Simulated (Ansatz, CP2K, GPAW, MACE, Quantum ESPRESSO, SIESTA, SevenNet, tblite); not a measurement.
# Running Ag(111)/Be(0001) interface (62 atoms) with CP2K

How do the settings of CP2K change the result for Ag(111)/Be(0001) interface (62 atoms)? A plane-wave run serves as the yardstick.

Program: CP2K 2026.2. Level of theory: the method is named at each step. Results are calculated unless marked as measured.

**1. Starting point**

The cell holds 62 atoms: 14 Ag and 48 Be. Cell: a = 7.781 Å, b = 7.781 Å, c = 12.536 Å, α = 90.0°, β = 90.0°, γ = 60.0°. Fcc Ag(111), 2 repeat layers, 7 surface cells, strained +1.81 and +1.81 %; hcp Be(0001), 2 layers, 12 cells, -1.75 and -1.75 %; outer planes 2.37 Å apart and 2.39 Å at the second interface of the periodic stack; not relaxed, displaced by a Gaussian of 0.02 Å. Then every atom was moved at random, 0.03 Å r.m.s. a Cartesian component. Regions: Ag, 14 atoms (14 Ag); Be, 48 atoms (48 Be). The structure's axis is c.

The yardstick, on the same geometry:

- method: Kohn-Sham DFT, PBE, PAW, plane waves (Ansatz 0.2.0); cutoff 420 eV, Γ point, fermi-dirac smearing of 0.05 eV; PAW set soft_2
- r.m.s. force component: 0.4067 eV/Å
- longest force: 1.224 eV/Å
- pressure: -0.9296 GPa
- SCF cycles: 15
- time: 7.2 s on 4 threads of Arm Neoverse V1, shared host
- CPU time: 27 s

**2. PBE, DZVP-MOLOPT-SR, 600/50 Ry, diagonalisation**

Method: Kohn-Sham DFT, PBE, GTH-PBE pseudopotentials, Gaussian and plane waves, DZVP-MOLOPT-SR-GTH, diagonalisation.

input.inp

```
&GLOBAL
  PROJECT cell
  RUN_TYPE ENERGY_FORCE
  PRINT_LEVEL LOW
&END GLOBAL
&FORCE_EVAL
  METHOD QS
  STRESS_TENSOR ANALYTICAL
  &DFT
    BASIS_SET_FILE_NAME BASIS_MOLOPT
    POTENTIAL_FILE_NAME GTH_POTENTIALS
    &MGRID
      CUTOFF 600
      REL_CUTOFF 50
      NGRIDS 5
    &END MGRID
    &QS
      EPS_DEFAULT 1.0E-12
    &END QS
    &SCF
      SCF_GUESS ATOMIC
      EPS_SCF 5.0E-06
      MAX_SCF 200
      ADDED_MOS 32
      &DIAGONALIZATION
        ALGORITHM STANDARD
      &END DIAGONALIZATION
      &SMEAR ON
        METHOD FERMI_DIRAC
        ELECTRONIC_TEMPERATURE [K] 580
      &END SMEAR
      &MIXING
        METHOD BROYDEN_MIXING
        ALPHA 0.15
        NBROYDEN 12
      &END MIXING
      &PRINT
        &RESTART OFF
        &END RESTART
      &END PRINT
    &END SCF
    &XC
      &XC_FUNCTIONAL PBE
      &END XC_FUNCTIONAL
    &END XC
    &PRINT
      &MULLIKEN ON
      &END MULLIKEN
      &HIRSHFELD ON
        SHAPE_FUNCTION DENSITY
      &END HIRSHFELD
      &MO ON
        EIGENVALUES T
        OCCUPATION_NUMBERS T
        MO_INDEX_RANGE 162 185
        &EACH
          QS_SCF 0
        &END EACH
        ADD_LAST NUMERIC
      &END MO
    &END PRINT
  &END DFT
  &SUBSYS
    &CELL
      A 7.78060 0.00000 0.00000
      B 3.89030 6.73820 0.00000
      C 0.00000 0.00000 12.53554
    &END CELL
    &TOPOLOGY
      COORD_FILE_NAME structure.xyz
      COORD_FILE_FORMAT XYZ
    &END TOPOLOGY
    &KIND Ag
      BASIS_SET DZVP-MOLOPT-SR-GTH-q11
      POTENTIAL GTH-PBE-q11
    &END KIND
    &KIND Be
      BASIS_SET DZVP-MOLOPT-SR-GTH-q4
      POTENTIAL GTH-PBE-q4
    &END KIND
  &END SUBSYS
  &PRINT
    &FORCES ON
    &END FORCES
    &STRESS_TENSOR ON
    &END STRESS_TENSOR
  &END PRINT
&END FORCE_EVAL
```

structure.xyz

```xyz
62

Ag 3.37950 3.91139 0.01905
Ag 6.66128 3.20024 2.33249
Ag 6.13100 4.88378 0.01366
Ag 9.41962 4.18489 2.32735
Ag 8.89245 5.78771 12.44917
Ag 4.46272 5.12117 2.29639
Ag 3.94760 6.72290 12.50558
Ag 7.21180 6.11970 2.35079
Ag 2.82848 0.96747 0.00188
Ag 6.15107 0.35477 2.31343
Ag 5.58795 1.94411 0.03159
Ag 1.18627 1.25283 2.30579
Ag 8.30851 2.89743 0.04500
Ag 3.79281 2.19490 2.31682
Be 4.27065 4.43111 4.65069
Be 3.69882 3.33716 6.57376
Be 4.37581 4.48292 8.30291
Be 3.62335 3.31425 10.14476
Be 2.42338 3.41984 4.70008
Be 1.70356 2.22657 6.48125
Be 2.41743 3.33096 8.28975
Be 1.72928 2.21168 10.11555
Be 2.41860 1.11868 4.69092
Be 5.63669 6.61779 6.49253
Be 2.41280 1.10028 8.33037
Be 5.68906 6.72183 10.18663
Be 8.23553 4.45179 4.68453
Be 7.55835 3.30542 6.48213
Be 8.20507 4.45388 8.30906
Be 7.53006 3.36667 10.18262
Be 8.27342 2.29247 4.80926
Be 7.58219 1.10884 6.46596
Be 8.27327 2.23493 8.34478
Be 7.64179 1.11234 10.10640
Be 4.32897 6.69265 4.62975
Be 3.73905 5.60901 6.54681
Be 4.29917 6.72904 8.40069
Be 3.73442 5.59614 10.08860
Be 6.26720 3.36856 4.67388
Be 5.65521 2.27313 6.48514
Be 6.20822 3.37934 8.33476
Be 5.60911 2.27037 10.17221
Be 6.26720 1.08498 4.77579
Be 9.58963 6.69986 6.48313
Be 6.27591 1.08579 8.36735
Be 9.45814 6.71711 10.15993
Be 10.18819 5.61110 4.73618
Be 9.55333 4.45139 6.52299
Be 10.17773 5.62397 8.44783
Be 9.59367 4.51911 10.15604
Be 4.29742 2.17678 4.61233
Be 3.66019 1.09273 6.47085
Be 4.29878 2.21202 8.35757
Be 3.74196 1.12656 10.15178
Be 8.24814 6.69629 4.70910
Be 7.51641 5.63657 6.52763
[... 2 atom lines left out ...]
Be 6.34084 5.59560 4.72740
Be 5.66214 4.50307 6.51447
Be 6.25245 5.65315 8.24137
Be 5.62456 4.54970 10.13837
```

Command:

```
OMP_NUM_THREADS=1 mpirun -np 4 cp2k.psmp -i input.inp > output.txt
```

Numbers of over 12 decimals in the logs are rounded to 6 here.

The program printed:

```text
CP2K| version string:                                       CP2K version 2026.2
 CP2K| Input file name                                                 input.inp
 GLOBAL| Basis set file name                                        BASIS_MOLOPT
 GLOBAL| Potential file name                                      GTH_POTENTIALS
 GLOBAL| Run type                                                   ENERGY_FORCE
 GLOBAL| Total number of message passing processes                             4
 GLOBAL| Number of threads for this process                                    1
 TOTAL NUMBERS AND MAXIMUM NUMBERS
  Total number of            - Atomic kinds:                                   2
                             - Atoms:                                         62
                             - Shell sets:                                    62
                             - Shells:                                       290
                             - Primitive Cartesian functions:                358
                             - Cartesian basis functions:                    708
                             - Spherical basis functions:                    638
  Maximum angular momentum of- Orbital basis functions:                        3
                             - Local part of the GTH pseudopotential:          6
                             - Non-local part of the GTH pseudopotential:      4
 SCF PARAMETERS         Density guess:                                    ATOMIC
                        max_scf:                                             200
                        eps_scf:                                        5.00E-06
                        added MOs                                        32    0
                        Mixing method:                            BROYDEN_MIXING
                                                charge density mixing in g-space
                        Smear method:                                FERMI_DIRAC
                        Electronic temperature [K]:                        580.0
                        Electronic temperature [a.u.]:                  1.84E-03
                        Accuracy threshold:                             1.00E-10
 Extrapolation method: initial_guess
 Number of electrons:                                                        346
 Number of occupied orbitals:                                                173
 Number of molecular orbitals:                                               205
 Number of orbital functions:                                                638
 Number of independent orbital functions:                                    638
 SCF WAVEFUNCTION OPTIMIZATION
  Step     Update method      Time    Convergence         Total energy    Change
     1 NoMix/Diag. 0.15E+00    3.9     0.73353277     -1236.6186549572 -1.24E+03
     2 Broy./Diag. 0.15E+00    7.1     1.00752692     -1248.1249777565 -1.15E+01
     3 Broy./Diag. 0.15E+00    7.1     0.24319024     -1226.0325078857  2.21E+01
     4 Broy./Diag. 0.15E+00    7.1     0.23042952     -1224.0927383371  1.94E+00
[...]
23 Broy./Diag. 0.15E+00    7.1     0.00000710     -1221.9495939836  3.40E-06
    24 Broy./Diag. 0.15E+00    7.1     0.00000032     -1221.9495951186 -1.13E-06
  *** SCF run converged in    24 steps ***
  Electronic density on regular grids:       -345.9999999997        0.0000000003
  Core density on regular grids:              345.9999999996       -0.0000000004
  Total charge density on r-space grids:       -0.0000000001
  Total charge density g-space grids:          -0.0000000001
  Overlap energy of the core charge distribution:               1.79391e-08
  Self energy of the core charge distribution:              -1504.977618
  Core Hamiltonian energy:                                    306.764720
  Hartree energy:                                             194.151959
  Exchange-correlation energy:                               -217.877578
  Electronic entropic energy:                                  -0.011078
  Fermi energy:                                                 0.249269
  Total energy:                                             -1221.949595
  Total energy (extrapolated to T->0):                      -1221.944056
 MO| EIGENVALUES AND OCCUPATION NUMBERS
 MO|
 MO|  Index      Eigenvalue [a.u.]        Eigenvalue [eV]             Occupation
 MO|    162               0.184465               5.019538               2.000000
 MO|    163               0.185093               5.036649               2.000000
 MO|    164               0.186798               5.083041               2.000000
[...]
MO|    184               0.297708               8.101056               0.000000
 MO|    185               0.300434               8.175231               0.000000
 MO| Sum:                                                             346.000000
 MO| E(Fermi):            0.249269 a.u.          6.782951 eV
 !-----------------------------------------------------------------------------!
                     Mulliken Population Analysis
 #  Atom  Element  Kind  Atomic population                           Net charge
       1     Ag       1         10.976201                              0.023799
       2     Ag       1         10.981411                              0.018589
       3     Ag       1         10.958732                              0.041268
[...]
61     Be       2          3.956723                              0.043277
      62     Be       2          4.066284                             -0.066284
 # Total charge                            346.000000                  0.000000
 !-----------------------------------------------------------------------------!
 !-----------------------------------------------------------------------------!
                           Hirshfeld Charges
  #Atom  Element  Kind  Ref Charge     Population                    Net charge
      1       Ag     1      11.000         10.935                         0.065
      2       Ag     1      11.000         10.932                         0.068
      3       Ag     1      11.000         10.930                         0.070
[...]
61       Be     2       4.000          4.023                        -0.023
     62       Be     2       4.000          4.026                        -0.026
  Total Charge                                                           -0.000
 !-----------------------------------------------------------------------------!
 ENERGY| Total FORCE_EVAL ( QS ) energy [hartree]          -1221.949593
 FORCES| Atomic forces [hartree/bohr]
 FORCES|   Atom     x               y               z               |f|
 FORCES|      1 -5.10573091E-03 -3.08615025E-03 -1.61942513E-02   1.72582324E-02
 FORCES|      2  1.15276627E-03 -2.87127125E-05  1.13098554E-02   1.13684882E-02
 FORCES|      3  4.28560295E-03 -5.66814955E-03 -1.53991699E-02   1.69596210E-02
[...]
FORCES|     61  5.13794445E-03 -1.08525141E-02  1.41249080E-02   1.85388392E-02
 FORCES|     62  1.62718921E-02 -4.98026853E-03 -8.75798076E-03   1.91384371E-02
 FORCES| Sum    -1.50625560E-04  4.17929229E-05 -2.87594344E-04
 FORCES| Total atomic force                                       3.27330436E-04
 STRESS| Analytical stress tensor [bar]
 STRESS|                        x                   y                   z
 STRESS|      x        8.73111569637E+04   4.58067922654E+02   1.23709492798E+03
 STRESS|      y        4.58067922654E+02   8.74819894735E+04   2.54269442278E+02
 STRESS|      z        1.23709492798E+03   2.54269442278E+02  -1.78091643615E+05
 STRESS| 1/3 Trace                                            -1.09949905938E+03
```

The job ended after 3.2 min (4 MPI ranks of Arm Neoverse V1, shared host; peak memory 3.7 GiB; 13 min of CPU time).

Banners, paths, timers and routine set-up lines are dropped from the logs unmarked, and long logs keep their key lines alone; longer cuts are marked.

Compared with the plane-wave run:

```
r.m.s. force component                  : 0.4495 eV/Å
r.m.s. difference of force components   : 141.5 meV/Å
longest difference of force vectors     : 436.5 meV/Å
force difference over r.m.s. force      : 34.78 %
slope of forces against the reference's : 1.05
correlation of force components         : 0.9503
pressure                                : -0.1099 GPa
pressure difference                     : 0.8197 GPa
```

This run lies far from the reference in forces at the same functional. Basis and potentials both differ; the latter hold 346 valence electrons against the reference's 362.

Length of the force difference by element (eV/Å):

| element | atoms | mean | most |
| --- | --- | --- | --- |
| Ag | 14 | 0.017 | 0.032 |
| Be | 48 | 0.26 | 0.44 |

A closer look about Be23, picked at random: 10 atoms, nearest first, numbered in the order of the input, with positions taken from that point.

| atom | x | y | z | distance (Å) | Hirshfeld charge (e) | Fx | Fy | Fz (eV/Å) |
| --- | --- | --- | --- | --- | --- | --- | --- | --- |
| Be23 | 0.00 | 0.00 | 0.00 | 0.00 | -0.01 | -0.83 | -0.43 | -0.14 |
| Be51 | 1.88 | 1.06 | -0.08 | 2.16 | -0.03 | 0.62 | 0.66 | 1.03 |
| Be52 | 1.24 | -0.03 | 1.78 | 2.17 | -0.01 | 0.51 | 0.09 | 0.62 |
| Be20 | -0.72 | 1.11 | 1.79 | 2.22 | -0.02 | 0.43 | 0.01 | 0.67 |
| Be31 | -1.93 | 1.17 | 0.12 | 2.26 | -0.02 | -0.30 | -0.09 | -0.87 |
| Be55 | 1.94 | -1.16 | 0.02 | 2.26 | -0.02 | 0.54 | -0.01 | -0.08 |
| Be59 | 0.03 | -2.26 | 0.04 | 2.26 | -0.02 | -0.47 | 0.20 | -0.24 |
| Be24 | -0.67 | -1.24 | 1.80 | 2.29 | -0.03 | -0.35 | 1.10 | 0.18 |
| Be35 | -1.98 | -1.16 | -0.06 | 2.30 | 0.00 | 0.66 | 0.09 | -0.01 |
| Be19 | 0.00 | 2.30 | 0.01 | 2.30 | -0.03 | 0.23 | -0.74 | 0.00 |

Forces lie 35 % from the reference's, at 29 times its CPU time.

The difference per atom is largest on Be (0.26 eV/Å on average, against 0.017 on Ag).

**3. GFN1-xTB, diagonalisation**

Method: GFN1-xTB tight binding (the program's own implementation), diagonalisation.

input.inp

```
&GLOBAL
  PROJECT cell
  RUN_TYPE ENERGY_FORCE
  PRINT_LEVEL LOW
&END GLOBAL
&FORCE_EVAL
  METHOD QS
  STRESS_TENSOR ANALYTICAL
  &DFT
    &QS
      METHOD XTB
      &XTB
        GFN_TYPE 1
        DO_EWALD T
        CHECK_ATOMIC_CHARGES F
      &END XTB
    &END QS
    &SCF
      SCF_GUESS ATOMIC
      EPS_SCF 1.0E-06
      MAX_SCF 200
      ADDED_MOS 46
      &DIAGONALIZATION
        ALGORITHM STANDARD
      &END DIAGONALIZATION
      &SMEAR ON
        METHOD FERMI_DIRAC
        ELECTRONIC_TEMPERATURE [K] 580
      &END SMEAR
      &MIXING
        METHOD BROYDEN_MIXING
        ALPHA 0.15
        NBROYDEN 8
      &END MIXING
      &PRINT
        &RESTART OFF
        &END RESTART
      &END PRINT
    &END SCF
    &PRINT
      &MULLIKEN ON
      &END MULLIKEN
    &END PRINT
  &END DFT
  &SUBSYS
    &CELL
      A 7.78060 0.00000 0.00000
      B 3.89030 6.73820 0.00000
      C 0.00000 0.00000 12.53554
    &END CELL
    &TOPOLOGY
      COORD_FILE_NAME structure.xyz
      COORD_FILE_FORMAT XYZ
    &END TOPOLOGY
  &END SUBSYS
  &PRINT
    &FORCES ON
    &END FORCES
    &STRESS_TENSOR ON
    &END STRESS_TENSOR
  &END PRINT
&END FORCE_EVAL
```

structure.xyz is that of step 2.

Command:

```
OMP_NUM_THREADS=1 cp2k.psmp -i input.inp > output.txt
```

The program printed:

```text
CP2K| version string:                                       CP2K version 2026.2
 CP2K| Input file name                                                 input.inp
 GLOBAL| Basis set file name                                           BASIS_SET
 GLOBAL| Potential file name                                           POTENTIAL
 GLOBAL| Run type                                                   ENERGY_FORCE
 GLOBAL| Total number of message passing processes                             1
 GLOBAL| Number of threads for this process                                    1
[... lines left out ...]
                        Smear method:                                FERMI_DIRAC
[... lines left out ...]
 Number of electrons:                                                        250
[... lines left out ...]
  Step     Update method      Time    Convergence         Total energy    Change
[... lines left out ...]
  *** SCF run converged in   124 steps ***
[... lines left out ...]
  Fermi energy:                                                -0.053990
  Total energy:                                               -90.494727
  Total energy (extrapolated to T->0):                        -90.491067
[... lines left out ...]
      61     Be         2                 1.966510                      0.033490
      62     Be         2                 1.981399                      0.018601
 # Total charge                         250.000000                      0.000000
 ENERGY| Total FORCE_EVAL ( QS ) energy [hartree]            -90.494727
 FORCES| Atomic forces [hartree/bohr]
 FORCES|   Atom     x               y               z               |f|
 FORCES|      1 -5.92394384E-03 -6.40940767E-03 -4.52274398E-03   9.82999646E-03
 FORCES|      2  9.14793677E-05 -8.19025403E-06 -2.77314498E-03   2.77466550E-03
 FORCES|      3  3.33192325E-03 -7.82999492E-03 -3.52615004E-03   9.21109478E-03
[...]
FORCES|     61  4.85077746E-03 -7.55039518E-03  8.30166624E-03   1.22252269E-02
 FORCES|     62  6.32812725E-03 -4.26086493E-03  9.04043005E-04   7.68228210E-03
 FORCES| Sum    -2.08166817E-17  2.41126563E-16  6.68844320E-16
 FORCES| Total atomic force                                       7.11286214E-16
 STRESS| Analytical stress tensor [bar]
 STRESS|                        x                   y                   z
 STRESS|      x        2.41097550058E+05   2.38601652366E+03   1.19022726854E+03
 STRESS|      y        2.38601652366E+03   2.41114284733E+05   4.83495481686E+02
 STRESS|      z        1.19022726854E+03   4.83495481686E+02   8.61165594996E+04
 STRESS| 1/3 Trace                                             1.89442798097E+05
```

Run time: 11 s. Hardware: 1 thread; peak memory 0.25 GiB.

Against the reference:

```yaml
r_m_s_force_component: 0.3509 eV/Å
r_m_s_difference_of_force_components: 274.2 meV/Å
longest_difference_of_force_vectors: 847.6 meV/Å
force_difference_over_r_m_s_force: 67.42 %
slope_of_forces_against_the_reference_s: 0.645
correlation_of_force_components: 0.7475
pressure: 18.94 GPa
pressure_difference: 19.87 GPa
```

Against the first run (35 %), the force difference from the reference is 67 %, at 0.015 times the CPU time (on 1 against 4 cores) (124 SCF steps against 24); the model has changed, so this is no error of the program alone.

[end of part 1 of 3]

[Also dropped from logs without a mark: logging warnings of Python, and SIESTA's first energy breakdown and zero terms.]

[Logs are printed without paths, hosts, clocks, repeated set-up lines and the standing remarks that a program may print on its own settings, such as how far it seeks lower states.]

[Hosts, paths, dates, database ids (printed as entryN), source tags and the programs' standing remarks are cut or masked in the printed files.]
